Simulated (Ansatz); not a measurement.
# P on Ir(111): change of the work function, part 3 of 4

Wanted: Δφ(θ) for P/Ir(111), starting from the fcc site.

Ansatz 0.2.0; plane-wave DFT, PBE, Ansatz PAW.

So far, work function, upper face (eV): step 2 (the clean slab) 5.49; step 3 (37 atoms, coverage 0.111 ML, cell 3x3) 5.36.

**4. The covered slab, k-mesh 6×6×1, coverage 0.25 ML**

System of this step: PIr16 (P/Ir(111)). The cell holds 17 atoms: 16 Ir and 1 P. Its edges and angles: a = 5.431 Å, b = 5.431 Å, c = 26.652 Å, α = 90.0°, β = 90.0°, γ = 60.0°. Vacuum lies along c.

Another coverage, to see how the dipoles act on each other as their distance changes.

Input file input.yaml:

```yaml
crystal:
  lattice:
    - [5.4305800796, 0.0, 0.0]
    - [2.7152900398, 4.7030203062, 0.0]
    - [0.0, 0.0, 26.6520524233]
  atoms:
    - { symbol: Ir, position: [0.0, 0.0, 0.3376850629] }
    - { symbol: Ir, position: [0.1666666667, 0.1666666667, 0.4208690894] }
    - { symbol: Ir, position: [0.3333333333, 0.3333333333, 0.5039562787] }
    - { symbol: Ir, position: [0.0, 0.0, 0.5866446096] }
    - { symbol: Ir, position: [0.0, 0.5, 0.3376850629] }
    - { symbol: Ir, position: [0.1666666667, 0.6666666667, 0.4208690894] }
    - { symbol: Ir, position: [0.3333333333, 0.8333333333, 0.5039562787] }
    - { symbol: Ir, position: [0.0, 0.5, 0.5866446096] }
    - { symbol: Ir, position: [0.5, 0.0, 0.3376850629] }
    - { symbol: Ir, position: [0.6666666667, 0.1666666667, 0.4208690894] }
    - { symbol: Ir, position: [0.8333333333, 0.3333333333, 0.5039562787] }
    - { symbol: Ir, position: [0.5, 0.0, 0.5866446096] }
    - { symbol: Ir, position: [0.5, 0.5, 0.3376850629] }
    - { symbol: Ir, position: [0.6666666667, 0.6666666667, 0.4208690894] }
    - { symbol: Ir, position: [0.8333333333, 0.8333333333, 0.5039562787] }
    - { symbol: Ir, position: [0.5, 0.5, 0.5866446096] }
    - { symbol: P, position: [0.1666666667, 0.1666666667, 0.6623149371] }
kpoints:
  mp_grid: { grid: [6, 6, 1] }
hamiltonian:
  xc: pbe
scf:
  occupations: { method: fermi_dirac, width: 0.1 }
  convergence: { dr2_threshold: 1.0e-08 }
efield:
  axis: 3
  dipole_correction: true
  ramp_position: 0.97
  ramp_width: 0.06
relax:
  f_tol: 0.02
  max_steps: 60
  constraints: [{ sites: [0, 1, 4, 5, 8, 9, 12, 13] }]
output:
  dos: { projected: true, e_range: [-8, 4] }
  write_potential: true
  write_density: true
  volumetric_format: npy
  elf: true
```

Launch:

```bash
$ ansatz run input.yaml --threads 4 --pin off --max-ram 16384MiB --backend cpu --events-out ev --progress --plain --runs-dir out
```

The program printed:

```text
[...]
Crystal: 17 atoms, lattice volume = 680.697 Å³
Basis set: ecut = 420 eV, 13271 PW (Γ), exchange–correlation on 80×80×360 points (8 copies of the dense FFT grid, shifted against one another)
Bands: 167, of which v1, the nominal top of the filled ones, is band 139 counted from 1 (138 counted from 0)
Symmetry: 6 space group operations
[...]
k-points: 7 of 36 (time reversal used)
[...]
SCF iter   1: F=—  HF=-191715.141737 eV  |F-HF|=—  |Δ(HF+E_count)|=         —  Δρ=9.38e-3  dr2=8.59e0  ethr=1.77e-3  p=0.110 e·Å  D=2.93e-2 V/Å  ΔV_dip=-0.78 eV  dr2_dipole=2.82e0  V_vac-E_F(+/−)=4.51/5.29 eV  ⟨swp⟩=7.9  Hψ=5049  notcnv=0  defer=20
[...]
SCF iter  10: F=-191714.986877 eV  HF=-191714.986877 eV  |F-HF|=2.72e-8  |Δ(HF+E_count)|=   1.33e-7  Δρ=4.31e-7  dr2=1.52e-9  ethr=3.61e-12  p=0.052 e·Å  D=1.40e-2 V/Å  ΔV_dip=-0.37 eV  dr2_dipole=1.57e-10  V_vac-E_F(+/−)=5.14/5.51 eV  ⟨swp⟩=16.6  Hψ=8809  notcnv=0
SCF 1 converged in 10 iterations: F = -191714.986877 eV  dr2 = 1.52e-9
[...]
relax step   1: F+E_penalty+E_count = -191714.98687702 eV  Δ(F+E_penalty+E_count) = +0.000e0 eV  max|allowed force component| = 3.413e0 eV/Å  Δτ_max = 0.0000 Å  (10 SCF iters, accepted)
[...]
SCF iter   1: F=—  HF=-191715.634156 eV  |F-HF|=—  |Δ(HF+E_count)|=         —  Δρ=4.75e-3  dr2=1.14e0  ethr=3.59e-4  p=0.052 e·Å  D=1.40e-2 V/Å  ΔV_dip=-0.37 eV  dr2_dipole=4.24e-1  V_vac-E_F(+/−)=5.16/5.54 eV  ⟨swp⟩=1.9  Hψ=4245  notcnv=0  defer=33
[...]
eigensolver tolerance schedule calibrated: the retry pair's looser diagonalisation under-reported the residual by θ = 0.13 (0.14/decade); ethr = c·dr2/N_el runs at the constant in force after the calibration composes with the one it found (an armed cap, an earlier calibration), c = 5.2e-2
[...]
SCF iter   2: F=—  HF=-191715.621428 eV  |F-HF|=—  |Δ(HF+E_count)|=   1.27e-2  Δρ=2.42e-3  dr2=1.08e-1  ethr=2.16e-4  p=0.043 e·Å  D=1.16e-2 V/Å  ΔV_dip=-0.31 eV  dr2_dipole=1.13e-3  V_vac-E_F(+/−)=5.20/5.51 eV  ⟨swp⟩=2.0  Hψ=1814  notcnv=0  defer=33
[...]
SCF iter   9: F=-191715.595814 eV  HF=-191715.595814 eV  |F-HF|=1.04e-7  |Δ(HF+E_count)|=   1.93e-7  Δρ=7.95e-7  dr2=5.87e-9  ethr=1.89e-12  p=0.042 e·Å  D=1.11e-2 V/Å  ΔV_dip=-0.30 eV  dr2_dipole=9.97e-11  V_vac-E_F(+/−)=5.22/5.52 eV  ⟨swp⟩=17.4  Hψ=9366  notcnv=0
SCF 2 converged in 9 iterations: F = -191715.595814 eV  dr2 = 5.87e-9
relax step   2: F+E_penalty+E_count = -191715.59581398 eV  Δ(F+E_penalty+E_count) = -6.089e-1 eV  max|allowed force component| = 7.658e-1 eV/Å  Δτ_max = 0.1949 Å  (9 SCF iters, accepted)
SCF iter   1: F=—  HF=-191715.640715 eV  |F-HF|=—  |Δ(HF+E_count)|=         —  Δρ=2.55e-3  dr2=6.10e-2  ethr=1.23e-3  p=0.042 e·Å  D=1.11e-2 V/Å  ΔV_dip=-0.30 eV  dr2_dipole=7.76e-3  V_vac-E_F(+/−)=5.23/5.52 eV  ⟨swp⟩=4.7  Hψ=2298  notcnv=0  defer=33
[...]
SCF iter   9: F=-191715.631611 eV  HF=-191715.631611 eV  |F-HF|=1.56e-8  |Δ(HF+E_count)|=   5.65e-8  Δρ=5.13e-7  dr2=3.07e-9  ethr=3.61e-12  p=0.039 e·Å  D=1.03e-2 V/Å  ΔV_dip=-0.27 eV  dr2_dipole=3.20e-12  V_vac-E_F(+/−)=5.24/5.51 eV  ⟨swp⟩=16.4  Hψ=8860  notcnv=0
SCF 3 converged in 9 iterations: F = -191715.631611 eV  dr2 = 3.07e-9
[...]
relax step   3: F+E_penalty+E_count = -191715.63161096 eV  Δ(F+E_penalty+E_count) = -3.580e-2 eV  max|allowed force component| = 3.013e-1 eV/Å  Δτ_max = 0.0910 Å  (9 SCF iters, accepted)
[...]
relax step   4: F+E_penalty+E_count = -191715.63732602 eV  Δ(F+E_penalty+E_count) = -5.715e-3 eV  max|allowed force component| = 5.297e-2 eV/Å  Δτ_max = 0.0346 Å  (8 SCF iters, accepted)
[...]
relax step   5: F+E_penalty+E_count = -191715.63828613 eV  Δ(F+E_penalty+E_count) = -9.601e-4 eV  max|allowed force component| = 2.077e-2 eV/Å  Δτ_max = 0.0105 Å  (7 SCF iters, accepted)
SCF iter   1: F=—  HF=-191715.637678 eV  |F-HF|=—  |Δ(HF+E_count)|=         —  Δρ=4.28e-5  dr2=2.29e-5  ethr=1.35e-7  p=0.039 e·Å  D=1.03e-2 V/Å  ΔV_dip=-0.27 eV  dr2_dipole=9.59e-7  V_vac-E_F(+/−)=5.24/5.51 eV  ⟨swp⟩=2.1  Hψ=1930  notcnv=0
[...]
SCF iter   5: F=-191715.638313 eV  HF=-191715.638313 eV  |F-HF|=2.83e-8  |Δ(HF+E_count)|=   2.40e-8  Δρ=6.99e-7  dr2=7.78e-9  ethr=3.61e-12  p=0.039 e·Å  D=1.03e-2 V/Å  ΔV_dip=-0.28 eV  dr2_dipole=3.28e-10  V_vac-E_F(+/−)=5.24/5.51 eV  ⟨swp⟩=11.7  Hψ=9109  notcnv=0
SCF 6 converged in 5 iterations: F = -191715.638313 eV  dr2 = 7.78e-9
relax step   6: F+E_penalty+E_count = -191715.63831305 eV  Δ(F+E_penalty+E_count) = -2.692e-5 eV  max|allowed force component| = 1.844e-3 eV/Å  Δτ_max = 0.0010 Å  (5 SCF iters, accepted)
[...]
SCF converged after 5 iterations
Free energy (F): -191715.638313 eV
[...]
Internal energy: -191715.038981 eV  (E = F + TS)
E sigma→0 (E₀):  -191715.338647 eV
Entropy (-TS):   -0.599332 eV (-35.255 meV/atom)
Fermi energy:    5.294290 eV
Dipole field:    D = 0.010308 V/Å  (p = 0.038776 e·Å, saw-weighted, corrected)
Work function:   Φ+ = 5.2394 eV   Φ− = 5.5141 eV
[...]
--- Forces (eV/Å), atoms counted from 1 ---
  atom   1  Ir    -0.01117208    -0.00645020     0.13368966
  atom   2  Ir     0.00000000    -0.00000000     0.09844885
  atom   3  Ir    -0.00026417    -0.00015252     0.00052270
  atom   4  Ir     0.00159689     0.00092197    -0.00021531
  atom   5  Ir     0.00000000     0.01290041     0.13368966
  atom   6  Ir     0.11570616    -0.06680298    -0.27492865
  atom   7  Ir    -0.00000000     0.00030503     0.00052270
  atom   8  Ir    -0.00000000    -0.00184393    -0.00021531
  atom   9  Ir     0.01117208    -0.00645020     0.13368966
  atom  10  Ir    -0.00000000     0.13360596    -0.27492865
  atom  11  Ir     0.00026417    -0.00015252     0.00052270
  atom  12  Ir    -0.00159689     0.00092197    -0.00021531
  atom  13  Ir     0.00000000    -0.00000000     0.32297445
  atom  14  Ir    -0.11570616    -0.06680298    -0.27492865
  atom  15  Ir     0.00000000    -0.00000000     0.00118998
  atom  16  Ir    -0.00000000     0.00000000     0.00039211
  atom  17  P      0.00000000     0.00000000    -0.00020696
  max |Σ_I F_I| component: 3.65e-6 eV/Å
--- Band table (eV; the first three rows and the last of 7) ---
  k-point 0: bands = [... 135 lower, 5.8505, 5.9760, 5.9760, 6.0346, 6.0346, 6.2894, 6.3111, 6.3111, ... 24 higher]
  k-point 1: bands = [... 135 lower, 5.5827, 5.6919, 5.7405, 5.8057, 5.8316, 5.9379, 6.0029, 6.0200, ... 24 higher]
  k-point 2: bands = [... 135 lower, 4.7954, 4.9670, 5.0870, 5.1728, 5.2812, 5.3352, 5.4550, 5.4770, ... 24 higher]
  k-point 6: bands = [... 135 lower, 4.8852, 5.0133, 5.0273, 5.0324, 5.2103, 5.3342, 5.3520, 5.4544, ... 24 higher]
--- Relaxed structure (6 steps of the walk, 6 accepted, 0 SCFs on fresh bases) ---
  F+E_penalty+E_count = -191715.63831305 eV   max|allowed force component| = 1.844e-3 eV/Å
  atoms:
    - { symbol: Ir, position: [-1.795949e-17, -1.795949e-17, 0.3376850629] }
    - { symbol: Ir, position: [0.166667, 0.166667, 0.420869] }
    - { symbol: Ir, position: [0.333083, 0.333083, 0.504726] }
    - { symbol: Ir, position: [-0.0027747, -0.0027747, 0.589295] }
    - { symbol: Ir, position: [2.775558e-17, 0.500000, 0.3376850629] }
    - { symbol: Ir, position: [0.166667, 0.666667, 0.420869] }
    - { symbol: Ir, position: [0.333083, 0.833835, 0.504726] }
    - { symbol: Ir, position: [-0.0027747, 0.505549, 0.589295] }
    - { symbol: Ir, position: [0.500000, -1.795949e-17, 0.3376850629] }
    - { symbol: Ir, position: [0.666667, 0.166667, 0.420869] }
    - { symbol: Ir, position: [0.833835, 0.333083, 0.504726] }
    - { symbol: Ir, position: [0.505549, -0.0027747, 0.589295] }
    - { symbol: Ir, position: [0.5, 0.500000, 0.3376850629] }
    - { symbol: Ir, position: [0.666667, 0.666667, 0.420869] }
    - { symbol: Ir, position: [0.833333, 0.833333, 0.502330] }
    - { symbol: Ir, position: [0.5, 0.500000, 0.587021] }
    - { symbol: P, position: [0.166667, 0.166667, 0.652603] }
```

Elapsed: 1.8 min, on 4 threads of Arm Neoverse V2, shared host; peak memory 2.7 GiB; 7.1 min of CPU time.

The steps of the relaxation:

| step | energy less that of the first step (eV) | largest force component (eV/Å) |
| --- | --- | --- |
| 1 | 0.0000 | 3.4131 |
| 2 | -0.6089 | 0.7658 |
| 3 | -0.6447 | 0.3013 |
| 4 | -0.6504 | 0.0530 |
| 5 | -0.6514 | 0.0208 |
| 6 | -0.6514 | 0.0018 |

The run keeps the 6 symmetry operations that the program found, so distortions that break them were not tested.

The atoms that moved most (Å):

| atom | dx | dy | dz | length |
| --- | --- | --- | --- | --- |
| P17 | 0.000 | 0.000 | -0.259 | 0.259 |
| Ir4 | -0.023 | -0.013 | 0.071 | 0.075 |
| Ir8 | 0.000 | 0.026 | 0.071 | 0.075 |
| Ir12 | 0.023 | -0.013 | 0.071 | 0.075 |
| Ir15 | 0.000 | 0.000 | -0.043 | 0.043 |
| Ir7 | 0.000 | 0.002 | 0.021 | 0.021 |
| Ir3 | -0.002 | -0.001 | 0.021 | 0.021 |
| Ir11 | 0.002 | -0.001 | 0.021 | 0.021 |

The relaxed structure:

```cif
data_structure
_symmetry_space_group_name_H-M 'P 1'
_symmetry_Int_Tables_number 1
_cell_length_a 5.4306
_cell_length_b 5.4306
_cell_length_c 26.6521
_cell_angle_alpha 90.000
_cell_angle_beta 90.000
_cell_angle_gamma 60.000
_cell_volume 680.70
loop_
_atom_site_label
_atom_site_type_symbol
_atom_site_fract_x
_atom_site_fract_y
_atom_site_fract_z
_atom_site_occupancy
Ir1 Ir 0.00000 0.00000 0.33769 1
Ir2 Ir 0.16667 0.16667 0.42087 1
Ir3 Ir 0.33308 0.33308 0.50473 1
Ir4 Ir 0.99723 0.99723 0.58930 1
Ir5 Ir 0.00000 0.50000 0.33769 1
Ir6 Ir 0.16667 0.66667 0.42087 1
Ir7 Ir 0.33308 0.83383 0.50473 1
Ir8 Ir 0.99723 0.50555 0.58930 1
Ir9 Ir 0.50000 0.00000 0.33769 1
Ir10 Ir 0.66667 0.16667 0.42087 1
Ir11 Ir 0.83383 0.33308 0.50473 1
Ir12 Ir 0.50555 0.99723 0.58930 1
Ir13 Ir 0.50000 0.50000 0.33769 1
Ir14 Ir 0.66667 0.66667 0.42087 1
Ir15 Ir 0.83333 0.83333 0.50233 1
Ir16 Ir 0.50000 0.50000 0.58702 1
P17 P 0.16667 0.16667 0.65260 1
```

This step gave:

```yaml
energy_at_zero_smearing: -191715.3386 eV
work_function_upper_face: 5.239 eV
work_function_lower_face: 5.514 eV
dipole_along_the_normal: 0.03878 e·Å
step_between_the_vacuum_levels: -0.2747 eV
```

The density of states has structure finer than the step of the table below, so its rows give means over 0.25 eV. Peaks (eV: height): -5.350: 38.3, -4.150: 39.0, -3.220: 47.5, -2.980: 35.3, -2.890: 34.2, -2.050: 51.2, -1.410: 49.2.

Table of density of states by energy, zero at the Fermi level; means over each step:

| energy (eV) | density of states (states/eV a cell) |
| --- | --- |
| -7.75 | 1.42 |
| -7.50 | 10.7 |
| -7.25 | 10.7 |
| -7.00 | 13.8 |
| -6.75 | 15.5 |
| -6.50 | 19.8 |
| -6.25 | 20.4 |
| -6.00 | 17.4 |
| -5.75 | 12.8 |
| -5.50 | 14.6 |
| -5.25 | 18.4 |
| -5.00 | 15.5 |
| -4.75 | 17.8 |
| -4.50 | 18.5 |
| -4.25 | 20.3 |
| -4.00 | 20.6 |
| -3.75 | 26.1 |
| -3.50 | 26.7 |
| -3.25 | 28.7 |
| -3.00 | 29.4 |
| -2.75 | 18.8 |
| -2.50 | 14.8 |
| -2.25 | 17.3 |
| -2.00 | 21.8 |
| -1.75 | 16.1 |
| -1.50 | 19.4 |
| -1.25 | 21.8 |
| -1.00 | 17.8 |
| -0.75 | 22.0 |
| -0.50 | 18.2 |
| -0.25 | 16.7 |
| 0.00 | 18.0 |
| 0.25 | 19.6 |
| 0.50 | 21.0 |
| 0.75 | 20.9 |
| 1.00 | 17.5 |
| 1.25 | 11.5 |
| 1.50 | 10.6 |
| 1.75 | 7.68 |

Projected DOS per atom over height of the atomic layer and energy from the Fermi level. Layers: Ir4 Ir4 Ir4 Ir4 P from below.

Ten even steps from '0' (0.04 states/eV) to '9' (2.10 states/eV), each cell a mean:
```
10124
32332
46631
66541
64451
64451
64461
63452
74553
53352
84463
96772
67783
45554
35553
44441
34341
45531
37641
25520
14410
01100
```
Columns: height of the atomic layer (Å) from 9 to 17.4 (not evenly spaced); rows upwards: energy from the Fermi level (eV) from -7.96 to 1.95.

Valence density in the ca plane at fractional y = 0.167, with atoms of Ir and P within 0.2 Å of it. It is the smooth field of the valence electrons, not physical close to the nuclei.

Values in e/Å³, 8 rows by 16 columns, each cell a mean:
```
1.5 0.7 0.4 0.4 0.9 1.4 0.6 1.5 0.4 0.1 0.0 0.0 0.0 0.0 0.0 0.0
0.7 0.5 2.2 1.8 0.5 0.7 0.4 0.7 0.2 0.0 0.0 0.0 0.0 0.0 0.0 0.0
0.3 0.4 5.7 4.8 0.4 0.3 0.2 0.3 0.1 0.0 0.0 0.0 0.0 0.0 0.0 0.0
0.7 0.5 2.5 2.0 0.5 0.6 0.4 0.7 0.2 0.0 0.0 0.0 0.0 0.0 0.0 0.0
1.5 0.7 0.4 0.4 0.9 1.4 0.6 1.5 0.4 0.1 0.0 0.0 0.0 0.0 0.0 0.0
0.7 0.5 2.2 1.8 0.5 0.7 0.4 0.7 0.6 0.5 0.1 0.0 0.0 0.0 0.0 0.0
0.3 0.4 5.7 4.8 0.4 0.3 0.2 0.4 0.5 0.5 0.2 0.0 0.0 0.0 0.0 0.0
0.7 0.5 2.5 2.0 0.5 0.6 0.3 0.7 0.6 0.5 0.1 0.0 0.0 0.0 0.0 0.0
```
Columns run along c (16.0 Å, from fractional 0.32 to 0.92 of the cell), rows up along a (5.4 Å). Atoms in or near the plane, at fractional coordinates: Ir at (0.42, 0.17), Ir at (0.42, 0.67), P at (0.65, 0.17).

ELF in the ca plane at fractional y = 0.167, with atoms of Ir and P within 0.2 Å of it. It is the smooth field of the valence electrons, not physical close to the nuclei.

Ten even steps from '0' (0.00) to '9' (0.97), each cell a mean:
```
34432223332234432333433466766421000000000000
34432223322234432333433333322100000000000000
33223235543323332223332221000000000000000000
33223366663332322123333210000000000000000000
33332365463233321123333210000000000000000000
33223356663332322223333210000000000000000000
33323234433323332223333221100000000000000000
34432223332234433334443333332100000000000000
34432223332234432333433567776431000000000000
33223235543323322222234778998752100000000000
33233366663332222122235512899864100000000000
33332365463233321122345300899974100000000000
33223356663332222222235524999863100000000000
33323234433323322223334678998752000000000000
```
Columns run along c (16.0 Å, from fractional 0.32 to 0.92 of the cell), rows up along a (5.4 Å). Atoms in or near the plane, at fractional coordinates: Ir at (0.42, 0.17), Ir at (0.42, 0.67), P at (0.65, 0.17).

Electrostatic potential energy in the ca plane at fractional y = 0.167, with atoms of Ir and P within 0.2 Å of it. With pseudopotentials it is smooth inside the atoms' cores, unlike the true potential.

Values in eV, 8 rows by 16 columns, each cell a mean:
```
-19  -4   2   3  -8 -18  -2 -20   3   8  10  11  11  11  11  11
 -4   1 -22 -18   0  -4   3  -5   7  10  11  11  11  11  11  11
  6   3 -45 -39   4   5   7   5   9  11  11  11  11  11  11  11
 -3   1 -25 -20   1  -2   4  -4   7  10  11  11  11  11  11  11
-19  -4   2   3  -8 -18  -2 -20   3   8  10  11  11  11  11  11
 -4   1 -22 -18   0  -4   4  -4 -11 -14   9  11  11  11  11  11
  6   3 -45 -39   4   5   7   4 -32 -39   7  11  11  11  11  11
 -3   1 -25 -20   1  -2   4  -4 -13 -16   9  11  11  11  11  11
```
Columns run along c (16.0 Å, from fractional 0.32 to 0.92 of the cell; values clipped at the 3rd and 97th percentile), rows up along a (5.4 Å). Atoms in or near the plane, at fractional coordinates: Ir at (0.42, 0.17), Ir at (0.42, 0.67), P at (0.65, 0.17).

The relaxation took 6 steps and lowered the energy by 0.65 eV; the largest force on the free atoms ends at 0.0018 eV/Å.

By hand: a sheet of dipoles makes a step −p/(ε₀A) in the electron's potential. With e/ε₀ = 180.95 V·Å, p = 0.03878 e·Å and A = 25.54 Å², that is −180.95 × (0.03878) / 25.54 = -0.275 eV, and the two vacuum levels of the run differ by -0.275 eV.

The covered face has 5.24 eV, -0.25 eV against the clean one; the bare back face has moved by +0.02 eV, a measure of how thin the slab is.

**5. Adsorbate added, k-mesh 6×6×1, coverage 0.5 ML**

System of this step: PIr8 (P/Ir(111)). The cell holds 18 atoms: 16 Ir and 2 P. Its edges and angles: a = 5.431 Å, b = 5.431 Å, c = 26.652 Å, α = 90.0°, β = 90.0°, γ = 60.0°. Vacuum lies along c.

Another coverage, to see how the dipoles act on each other as their distance changes.

input.yaml, as its differences from that of step 4:

```diff
@@ -23,2 +23,3 @@
     - { symbol: P, position: [0.1666666667, 0.1666666667, 0.6623149371] }
+    - { symbol: P, position: [0.6666666667, 0.1666666667, 0.6623149371] }
 kpoints:
```

The program printed:

```text
[...]
Crystal: 18 atoms, lattice volume = 680.697 Å³
Basis set: ecut = 420 eV, 13271 PW (Γ), exchange–correlation on 80×80×360 points (8 copies of the dense FFT grid, shifted against one another)
Bands: 170, of which v1, the nominal top of the filled ones, is band 141 counted from 1 (140 counted from 0)
Symmetry: 4 space group operations
[...]
- { symbol: Ir, position: [0.00169187, 0.496616, 0.588737] }
[...]
- { symbol: Ir, position: [0.5, 0.5, 0.3376850629] }
    - { symbol: Ir, position: [0.666667, 0.6666666667, 0.420869] }
    - { symbol: Ir, position: [0.832804, 0.834392, 0.503386] }
    - { symbol: Ir, position: [0.501692, 0.496616, 0.588737] }
    - { symbol: P, position: [0.156321, 0.187358, 0.655679] }
    - { symbol: P, position: [0.656321, 0.187358, 0.655679] }
[key lines of the parts left out:]
SCF converged after 6 iterations
Free energy (F): -192472.332843 eV
Fermi energy:    5.721814 eV
Dipole field:    D = 0.017549 V/Å  (p = 0.066016 e·Å, saw-weighted, corrected)
Work function:   Φ+ = 5.0209 eV   Φ− = 5.4886 eV
```

The job ended after 3.7 min (4 threads; peak memory 3.2 GiB; 14 min of CPU time).

Step by step:

| step | energy less that of the first step (eV) | largest force component (eV/Å) |
| --- | --- | --- |
| 1 | 0.0000 | 2.2818 |
| 2 | -0.8410 | 0.4203 |
| 3 | -0.8723 | 0.2401 |
| 4 | -0.8927 | 0.0400 |
| 5 | -0.8931 | 0.0208 |
| 6 | -0.8931 | 0.0033 |

Forces are held to the 4 operations that the program found; a distortion that breaks them can't arise in this run.

The atoms that moved most (Å):

| atom | dx | dy | dz | length |
| --- | --- | --- | --- | --- |
| P18 | 0.000 | 0.097 | -0.177 | 0.202 |
| P17 | 0.000 | 0.097 | -0.177 | 0.202 |
| Ir4 | 0.000 | -0.066 | 0.140 | 0.155 |
| Ir12 | 0.000 | -0.066 | 0.140 | 0.155 |
| Ir16 | 0.000 | -0.016 | 0.056 | 0.058 |
| Ir8 | 0.000 | -0.016 | 0.056 | 0.058 |
| Ir3 | 0.000 | 0.001 | 0.021 | 0.021 |
| Ir11 | 0.000 | 0.001 | 0.021 | 0.021 |

The relaxed structure:

```cif
data_structure
_symmetry_space_group_name_H-M 'P 1'
_symmetry_Int_Tables_number 1
_cell_length_a 5.4306
_cell_length_b 5.4306
_cell_length_c 26.6521
_cell_angle_alpha 90.000
_cell_angle_beta 90.000
_cell_angle_gamma 60.000
_cell_volume 680.70
loop_
_atom_site_label
_atom_site_type_symbol
_atom_site_fract_x
_atom_site_fract_y
_atom_site_fract_z
_atom_site_occupancy
Ir1 Ir 0.00000 0.00000 0.33769 1
Ir2 Ir 0.16667 0.16667 0.42087 1
Ir3 Ir 0.33318 0.33363 0.50473 1
Ir4 Ir 0.00700 0.98599 0.59191 1
Ir5 Ir 0.00000 0.50000 0.33769 1
Ir6 Ir 0.16667 0.66667 0.42087 1
Ir7 Ir 0.33280 0.83439 0.50339 1
Ir8 Ir 0.00169 0.49662 0.58874 1
Ir9 Ir 0.50000 0.00000 0.33769 1
Ir10 Ir 0.66667 0.16667 0.42087 1
Ir11 Ir 0.83318 0.33363 0.50473 1
Ir12 Ir 0.50700 0.98599 0.59191 1
Ir13 Ir 0.50000 0.50000 0.33769 1
Ir14 Ir 0.66667 0.66667 0.42087 1
Ir15 Ir 0.83280 0.83439 0.50339 1
Ir16 Ir 0.50169 0.49662 0.58874 1
P17 P 0.15632 0.18736 0.65568 1
P18 P 0.65632 0.18736 0.65568 1
```

(Part 3 of 4 ends here.)

[Long decimals in the printed logs are rounded to 6 places.]

[Logs are printed without paths, hosts, clocks, repeated set-up lines and the standing remarks that a program may print on its own settings, such as how far it seeks lower states.]

[Hosts, paths, dates, database ids (printed as entryN), source tags and the programs' standing remarks are cut or masked in the printed files.]

[Maps of the electrostatic potential energy from Ansatz leave out the sawtooth potential of an applied field or a dipole correction, so their vacuum need not be flat; planar profiles and work functions include it.]

[The density of states shown here was stored with 400 of the rows of the run's finer table, so its peaks can read low, often by over a quarter, or be missed, and its means over a window can be off by a tenth or more.]
